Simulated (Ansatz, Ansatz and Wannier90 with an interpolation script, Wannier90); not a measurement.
# From a coarse GW mesh to bands everywhere: SnO2 (Cassiterite)

Aim: the G0W0 bands of SnO2 (Cassiterite) along the symmetry lines, with the gap off the mesh.

Program: Ansatz 0.2.0. Level of theory: LDA, Wannier functions and G0W0, plane waves, PAW. Results are calculated unless marked as measured.

**The experiments to reproduce.**

- Gap 3.6 eV: experimental gap quoted from earlier work; bulk crystal (quoted in “Study on the Photocatalytic Properties of Flower-Shaped SnO2”, 2022, pmc:9565917).

This is a report of a sequence of runs, with most program output left out.

## 1. The structure

It takes space group P4_2/mnm (No. 136, tetragonal). Conventional cell: a = 4.738 Å, b = 4.738 Å, c = 3.187 Å, α = 90.00°, β = 90.00°, γ = 90.00°. Sn has 6 O at 2.05 to 2.06 Å nearest. Nearest to O lie 3 Sn at 2.05 to 2.06 Å. Farther neighbours and most contacts between anions are not listed.

The cell and positions come from the Crystallography Open Database and are kept as given unless a step says otherwise. The default PAW set here is soft_2. Its files were made with PBE.

## 2. LDA bands

Levels along a band path, at the cheap level, show where the edges lie and whether the meshes to come will hold them.

This step: DFT, LDA, plane waves, PAW.

Contents of input.yaml:

```yaml
crystal:
  lattice:
    - [4.738, 0.0, 0.0]
    - [0.0, 4.738, 0.0]
    - [0.0, 0.0, 3.1865]
  atoms:
    - { symbol: Sn, position: [0.0, 0.0, 0.0] }
    - { symbol: Sn, position: [0.5, 0.5, 0.5] }
    - { symbol: O, position: [0.3071, 0.3071, 0.0] }
    - { symbol: O, position: [0.1929, 0.8071, 0.5] }
    - { symbol: O, position: [0.6929, 0.6929, 0.0] }
    - { symbol: O, position: [0.8071, 0.1929, 0.5] }
kpoints:
  mp_grid: { grid: [4, 4, 6] }
  band_path:
    path:
      - [[0.0, 0.0, 0.0], [0.0, 0.5, 0.0], [0.5, 0.5, 0.0], [0.0, 0.0, 0.0], [0.0, 0.0, 0.5], [0.0, 0.5, 0.5], [0.5, 0.5, 0.5], [0.0, 0.0, 0.5]]
      - [[0.0, 0.5, 0.0], [0.0, 0.5, 0.5]]
      - [[0.5, 0.5, 0.0], [0.5, 0.5, 0.5]]
    npoints: 10
hamiltonian:
  xc: lda
scf:
  occupations: { method: fermi_dirac, width: 0.02 }
  n_extra_bands: 38
output:
  eigenvalues: true
  fatbands: true
  write_density: true
  write_potential: true
  elf: true
  volumetric_format: npy
```

Started as:

```
$ ansatz run input.yaml --threads 8 --pin off --max-ram 18432MiB --backend cpu --events-out ev --progress --plain --runs-dir out
```

It took 3.8 s on 8 threads of Arm Neoverse V1, shared host; peak memory 0.58 GiB; 27 s of CPU time.

Numbers from this step:

| Property | Result |
| --- | --- |
| filled bands | 26 |
| gap | 1.134 eV |
| valence top at | Γ |
| conduction bottom at | Γ |
| least direct gap | 1.134 eV |

The gap is direct, at Γ.

Electrostatic potential energy in the ab plane at fractional z = 0.000, with atoms of Sn and O within 0.2 Å of it. With pseudopotentials it is smooth inside the atoms' cores, unlike the true potential.

Ten even steps from '0' (-34 eV) to '9' (28 eV), each cell a mean:
```
98457788776459
64467788776545
45677777532554
66777777200266
77777776200377
77777777522577
88877777767788
88764567777788
77620157777777
77500047777777
56520267777765
44555678777644
96467788776548
99457788776469
```
Columns run along a (4.7 Å; values clipped at the 3rd and 97th percentile), rows up along b (4.7 Å). Atoms in or near the plane, at fractional coordinates: Sn at (0.00, 0.00), O at (0.31, 0.31), O at (0.69, 0.69).

ELF in the ab plane at fractional z = 0.000, with atoms of Sn and O within 0.2 Å of it. It is the smooth field of the valence electrons, not physical close to the nuclei.

Ten even steps from '0' (0.00) to '9' (0.83), each cell a mean:
```
00210001233210
12210004787421
22110027999842
11000038966973
00000027966983
00011114899972
01366411478741
04899851123200
15997884100000
15984796100000
23798996100111
22379983000122
01235541001220
00221100001210
```
Columns run along a (4.7 Å), rows up along b (4.7 Å). Atoms in or near the plane, at fractional coordinates: Sn at (0.00, 0.00), O at (0.31, 0.31), O at (0.69, 0.69).

## 3. Overlaps and projections on 8×8×12

This step: overlaps and projections of LDA states for Wannier90, plane waves, PAW.

input.yaml, the sections that differ from step 2:

```yaml
kpoints:
  mp_grid: { grid: [4, 4, 6] }
scf:
  occupations: { method: fixed }
  n_extra_bands: 38
output:
  wannier:
    kmesh: [8, 8, 12]
    projections:
      - { species: O, l: p, shell: 2 }
      - { species: Sn, l: s, shell: 5 }
      - { species: Sn, l: p, shell: 5 }
    minimise: false
    seedname: w
    disentanglement: { window: [0.73, 22.37], frozen_window: [0.73, 13.29] }
# crystal, hamiltonian: as in step 2
```

Elapsed: 14 s, on 8 threads; peak memory 1.6 GiB.

## 4. Wannier functions by Wannier90 (O:2p Sn:5s Sn:5p) on 8×8×12

Localised functions give a small Hamiltonian that interpolates between mesh points at no cost.

This step: maximally localised Wannier functions from the overlaps of LDA states (plane waves, PAW).

Contents of w.win:

```
num_iter = 1200
conv_tol = 1.0e-8
conv_window = 5
dis_num_iter = 4000
dis_conv_tol = 1.0e-8
dis_mix_ratio = 0.7
write_hr = true
use_ws_distance = false
num_print_cycles = 50
! ansatz wannier90 interface
! projections by site (counted from 0) and shell: 2 2P, 3 2P, 4 2P, 5 2P, 0 5S, 1 5S, 0 5P, 1 5P
! states of the run's bands (counted from 1): 1-40
num_bands = 40
num_wann  = 20
dis_win_min = 0.73
dis_win_max = 24.63
dis_froz_min = 0.73
dis_froz_max = 14.29
guiding_centres = true

begin unit_cell_cart
Ang
                    4.738                      0.0                      0.0
                      0.0                    4.738                      0.0
                      0.0                      0.0                   3.1865
end unit_cell_cart

begin atoms_frac
Sn                       0.0                      0.0                      0.0
Sn                       0.5                      0.5                      0.5
O                     0.3071                   0.3071                      0.0
O                     0.1929                   0.8071                      0.5
O                     0.6929                   0.6929                      0.0
O                     0.8071                   0.1929                      0.5
end atoms_frac

mp_grid = 8 8 12

[... the mesh's points ...]
```

Started as:

```
$ OMP_NUM_THREADS=1 mpirun -n 8 wannier90.x w > wannier90.x.log
```

It took 21 s on 8 MPI ranks; 2.8 min of CPU time.

This step gave:

```
gauge-invariant spread     : 22.58 Å²
diagonal spread            : 8.49e-4 Å²
off-diagonal spread        : 5.758 Å²
total spread               : 28.34 Å²
disentanglement steps      : 273
r.m.s. interpolation error : 4.96e-4 eV
r.m.s. error near the gap  : 7.10e-4 eV
```

Near the gap the model misses directly solved bands by 0.7 meV r.m.s. and by 8 meV at most in the window tested. This tests the starting bands, not the corrections carried with them.

Wannier functions, by row:

| function | x (Å) | y (Å) | z (Å) | spread (Å²) | nearest atom | distance (Å) |
| --- | --- | --- | --- | --- | --- | --- |
| 1 | 1.459 | 1.459 | 0 | 0.7 | O3 | 0.006 |
| 2 | 1.446 | 1.462 | 0 | 0.761 | O3 | 0.012 |
| 3 | 1.462 | 1.446 | 0 | 0.761 | O3 | 0.012 |
| 4 | 0.91 | 3.828 | 1.593 | 0.7 | O4 | 0.006 |
| 5 | 0.923 | 3.831 | 1.593 | 0.761 | O4 | 0.012 |
| 6 | 0.907 | 3.815 | 1.593 | 0.761 | O4 | 0.012 |
| 7 | 3.279 | 3.279 | 0 | 0.7 | O5 | 0.006 |
| 8 | 3.292 | 3.276 | 0 | 0.761 | O5 | 0.012 |
| 9 | 3.276 | 3.292 | 0 | 0.761 | O5 | 0.012 |
| 10 | 3.828 | 0.91 | 1.593 | 0.7 | O6 | 0.006 |
| 11 | 3.815 | 0.907 | 1.593 | 0.761 | O6 | 0.012 |
| 12 | 3.831 | 0.923 | 1.593 | 0.761 | O6 | 0.012 |
| 13 | 0 | 0 | 0 | 1.737 | Sn1 | 0 |
| 14 | 2.369 | 2.369 | 1.593 | 1.737 | Sn2 | 0 |
| 15 | 0 | 0 | 0 | 2.845 | Sn1 | 0 |
| 16 | 0 | 0 | 0 | 2.572 | Sn1 | 0 |
| 17 | 0 | 0 | 0 | 2.572 | Sn1 | 0 |
| 18 | 2.369 | 2.369 | 1.593 | 2.845 | Sn2 | 0 |
| 19 | 2.369 | 2.369 | 1.593 | 2.572 | Sn2 | 0 |
| 20 | 2.369 | 2.369 | 1.593 | 2.572 | Sn2 | 0 |

Frozen up to 5.13 eV; above it the model need not follow the bands. Electronic bands along the path, in eV, zero at the valence-band top:

| point | band 23 | band 24 | band 25 | band 26 | band 27 | band 28 | band 29 | band 30 |
| --- | --- | --- | --- | --- | --- | --- | --- | --- |
| Γ | -1.26 | -0.80 | -0.80 | 0.00 | 1.13 | 6.11 | 6.11 | 6.42 |
| halfway | -1.24 | -1.22 | -0.76 | -0.30 | 2.43 | 5.59 | 6.45 | 6.66 |
| X | -1.22 | -1.22 | -0.65 | -0.65 | 4.28 | 4.28 | 6.94 | 6.94 |
| halfway | -1.28 | -1.28 | -0.79 | -0.79 | 4.47 | 4.47 | 7.13 | 7.13 |
| M | -1.34 | -1.34 | -0.91 | -0.91 | 4.65 | 4.65 | 7.33 | 7.33 |
| halfway | -1.30 | -1.22 | -0.85 | -0.49 | 3.20 | 5.27 | 6.78 | 6.84 |
| Γ | -1.26 | -0.80 | -0.80 | 0.00 | 1.13 | 6.11 | 6.11 | 6.42 |
| halfway | -2.57 | -0.86 | -0.86 | -0.52 | 3.70 | 6.72 | 8.20 | 8.20 |
| Z | -1.70 | -1.70 | -1.28 | -1.28 | 6.17 | 6.17 | 10.32 | 10.32 |
| halfway | -1.46 | -1.46 | -1.15 | -1.15 | 6.28 | 6.28 | 8.80 | 8.80 |
| R | -1.13 | -1.13 | -0.72 | -0.72 | 6.49 | 6.49 | 7.85 | 7.85 |
| halfway | -1.05 | -1.05 | -1.00 | -1.00 | 5.37 | 5.37 | 8.59 | 8.59 |
| A | -1.00 | -1.00 | -0.85 | -0.85 | 4.71 | 4.71 | 8.60 | 8.60 |
| halfway | -1.30 | -1.28 | -1.06 | -1.02 | 5.61 | 6.15 | 7.90 | 10.00 |
| Z | -1.70 | -1.70 | -1.28 | -1.28 | 6.17 | 6.17 | 10.32 | 10.32 |
| jump to X | -1.22 | -1.22 | -0.65 | -0.65 | 4.28 | 4.28 | 6.94 | 6.94 |
| halfway | -1.31 | -1.31 | -0.85 | -0.85 | 5.42 | 5.42 | 8.63 | 8.63 |
| R | -1.13 | -1.13 | -0.72 | -0.72 | 6.49 | 6.49 | 7.85 | 7.85 |
| jump to M | -1.34 | -1.34 | -0.91 | -0.91 | 4.65 | 4.65 | 7.33 | 7.33 |
| halfway | -0.89 | -0.89 | -0.88 | -0.88 | 4.98 | 4.98 | 8.64 | 8.64 |
| A | -1.00 | -1.00 | -0.85 | -0.85 | 4.71 | 4.71 | 8.60 | 8.60 |

The same for Kohn-Sham, solved directly:

| point | band 23 | band 24 | band 25 | band 26 | band 27 | band 28 | band 29 | band 30 |
| --- | --- | --- | --- | --- | --- | --- | --- | --- |
| Γ | -1.26 | -0.80 | -0.80 | 0.00 | 1.13 | 5.91 | 6.11 | 6.11 |
| X | -1.22 | -1.22 | -0.65 | -0.65 | 4.28 | 4.28 | 6.83 | 6.83 |
| M | -1.34 | -1.34 | -0.91 | -0.91 | 4.65 | 4.65 | 7.30 | 7.30 |
| Γ | -1.26 | -0.80 | -0.80 | 0.00 | 1.13 | 5.91 | 6.11 | 6.11 |
| Z | -1.70 | -1.70 | -1.28 | -1.28 | 6.02 | 6.02 | 9.52 | 9.52 |
| R | -1.13 | -1.13 | -0.72 | -0.72 | 6.29 | 6.29 | 7.85 | 7.85 |
| A | -1.00 | -1.00 | -0.85 | -0.85 | 4.71 | 4.71 | 8.60 | 8.60 |
| Z | -1.70 | -1.70 | -1.28 | -1.28 | 6.02 | 6.02 | 9.52 | 9.52 |
| X | -1.22 | -1.22 | -0.65 | -0.65 | 4.28 | 4.28 | 6.83 | 6.83 |
| R | -1.13 | -1.13 | -0.72 | -0.72 | 6.29 | 6.29 | 7.85 | 7.85 |
| M | -1.34 | -1.34 | -0.91 | -0.91 | 4.65 | 4.65 | 7.30 | 7.30 |
| A | -1.00 | -1.00 | -0.85 | -0.85 | 4.71 | 4.71 | 8.60 | 8.60 |

## 5. G0W0 at every point of the mesh: 4×4×6 mesh, 298 empty bands, screening to 150 eV

Now the one-shot GW correction: screening in the RPA, then the self-energy of the levels asked for.

This step: G0W0 on LDA, plane waves, PAW.

input.yaml, the sections that differ from step 3:

```yaml
scf:
  occupations: { method: fixed }
gw:
  n_empty_bands: 298
  ecut_chi: 150.0
  qp_bands: [v12, c2]
  screening: { model: contour_deformation }
# crystal, kpoints, hamiltonian: as in step 3
# output: removed
```

Started as:

```
$ ansatz run input.yaml --threads 8 --pin off --max-ram 18432MiB --backend cpu --events-out ev --progress --plain --runs-dir out
```

Run time: 5.9 min. Hardware: 8 threads; peak memory 1.6 GiB; 46 min of CPU time.

Numbers from this step:

```
bands summed                                 : 324
RPA ε∞ on this mesh (eigenvalues)            : 4.537, 4.537, 4.728
plane waves in the screening matrix          : 315
q-points in the mesh                         : 96
G0W0 gap on the mesh                         : 2.793 eV
k of the valence top                         : 0, 0, 0
k of the conduction bottom                   : 0, 0, 0
starting gap on the mesh                     : 1.134 eV
Z at the valence top                         : 0.7480
Z at the conduction bottom                   : 0.8197
least direct G0W0 gap on the computed points : 2.793 eV
```

The gap on the mesh goes from 1.13 eV to 2.79 eV, a correction of +1.66 eV. Between the two edge states, bare exchange in place of the xc potential would open the gap by 10.29 eV, and correlation takes back 8.63 eV.

## 6. Interpolating the corrections

A script adds the corrections, carried to the Wannier functions and back, to the LDA levels, along the path and on a 13×13×18 mesh.

| Item | Value |
| --- | --- |
| G0W0 gap over the zone | 2.793 eV |
| valence top at | Γ |
| conduction bottom at | Γ |
| starting gap over the zone | 1.134 eV |
| least direct G0W0 gap | 2.793 eV |
| G0W0 gap on the mesh | 2.793 eV |
| valence width, start | 8.280 eV |
| valence width, G0W0 | 8.268 eV |
| gap by a rigid shift | 2.793 eV |

Levels solved directly plus the interpolated quasiparticle correction. Limits: finite bands, cutoff and mesh; no spin-orbit coupling. Quasiparticle bands along the path, in eV, zero at the valence-band top of each set:

| point | band 23 | band 24 | band 25 | band 26 | band 27 |
| --- | --- | --- | --- | --- | --- |
| Γ | -1.14 | -0.73 | -0.73 | 0.00 | 2.79 |
| halfway | -1.12 | -1.08 | -0.70 | -0.31 | 4.16 |
| X | -1.08 | -1.08 | -0.64 | -0.64 | 6.22 |
| halfway | -1.16 | -1.16 | -0.83 | -0.83 | 6.45 |
| M | -1.24 | -1.24 | -1.01 | -1.01 | 6.68 |
| halfway | -1.19 | -1.08 | -0.84 | -0.53 | 5.02 |
| Γ | -1.14 | -0.73 | -0.73 | 0.00 | 2.79 |
| halfway | -2.48 | -0.84 | -0.84 | -0.57 | 5.66 |
| Z | -1.86 | -1.86 | -1.39 | -1.39 | 8.23 |
| halfway | -1.57 | -1.57 | -1.19 | -1.19 | 8.35 |
| R | -1.21 | -1.21 | -0.59 | -0.59 | 8.54 |
| halfway | -1.08 | -1.08 | -1.03 | -1.03 | 7.43 |
| A | -1.02 | -1.02 | -0.93 | -0.93 | 6.76 |
| halfway | -1.38 | -1.38 | -1.16 | -0.84 | 7.64 |
| Z | -1.86 | -1.86 | -1.39 | -1.39 | 8.23 |
| jump to X | -1.08 | -1.08 | -0.64 | -0.64 | 6.22 |
| halfway | -1.26 | -1.26 | -0.85 | -0.85 | 7.53 |
| R | -1.21 | -1.21 | -0.59 | -0.59 | 8.54 |
| jump to M | -1.24 | -1.24 | -1.01 | -1.01 | 6.68 |
| halfway | -0.97 | -0.97 | -0.83 | -0.83 | 7.07 |
| A | -1.02 | -1.02 | -0.93 | -0.93 | 6.76 |

The same for LDA:

| point | band 23 | band 24 | band 25 | band 26 | band 27 |
| --- | --- | --- | --- | --- | --- |
| Γ | -1.26 | -0.80 | -0.80 | 0.00 | 1.13 |
| X | -1.22 | -1.22 | -0.65 | -0.65 | 4.28 |
| M | -1.34 | -1.34 | -0.91 | -0.91 | 4.65 |
| Γ | -1.26 | -0.80 | -0.80 | 0.00 | 1.13 |
| Z | -1.70 | -1.70 | -1.28 | -1.28 | 6.02 |
| R | -1.13 | -1.13 | -0.72 | -0.72 | 6.29 |
| A | -1.00 | -1.00 | -0.85 | -0.85 | 4.71 |
| Z | -1.70 | -1.70 | -1.28 | -1.28 | 6.02 |
| X | -1.22 | -1.22 | -0.65 | -0.65 | 4.28 |
| R | -1.13 | -1.13 | -0.72 | -0.72 | 6.29 |
| M | -1.34 | -1.34 | -0.91 | -0.91 | 4.65 |
| A | -1.00 | -1.00 | -0.85 | -0.85 | 4.71 |

Minima of the lowest conduction band, from levels solved directly at the displaced points, plus the interpolated correction; masses are left empty at degenerate points, on flat bands and where the interpolated correction rules the curvature; G0W0 masses are rough. Conduction valleys, by row:

| point | k (reciprocal lattice) | valleys in the zone | G0W0 level above the valence top (eV) | LDA level above the valence top (eV) | G0W0 principal masses (m_e) | LDA principal masses (m_e) |
| --- | --- | --- | --- | --- | --- | --- |
| Γ | 0.000 0.000 0.000 | 1 | 2.793 | 1.134 | 0.188 0.232 0.232 | 0.180 0.205 0.205 |

Second differences of levels solved directly at the displaced points, plus the interpolated correction, at the quasiparticle band edges; no spin-orbit coupling; left empty where the band is flat or the interpolated correction rules the curvature. Effective masses, by row:

| carrier | point | Cartesian direction | band | LDA mass (m_e) | G0W0 mass (m_e) |
| --- | --- | --- | --- | --- | --- |
| hole | Γ | 100 | 26 | 1.243 | 1.154 |
| hole | Γ | 010 | 26 | 1.243 | 1.154 |
| hole | Γ | 001 | 26 | 1.697 | 1.512 |
| hole | Γ | 110 | 26 | 1.242 | 1.154 |
| hole | Γ | 111 | 26 | 1.364 | 1.253 |
| electron | Γ | 100 | 27 | 0.204 | 0.231 |
| electron | Γ | 010 | 27 | 0.204 | 0.231 |
| electron | Γ | 001 | 27 | 0.18 | 0.188 |
| electron | Γ | 110 | 27 | 0.204 | 0.231 |
| electron | Γ | 111 | 27 | 0.195 | 0.215 |

[end of part 1 of 2]

[Paths, hosts, dates, memory and timing lines, banners, echoed tables and standing remarks are left out of the program output.]

[Logs are printed without paths, hosts, clocks, repeated set-up lines and the standing remarks that a program may print on its own settings, such as how far it seeks lower states.]

[Runs of the session that timed out or met a known fault of the program may be left out.]

[Hosts, paths, dates, database ids (printed as entryN), source tags and the programs' standing remarks are cut or masked in the printed files.]
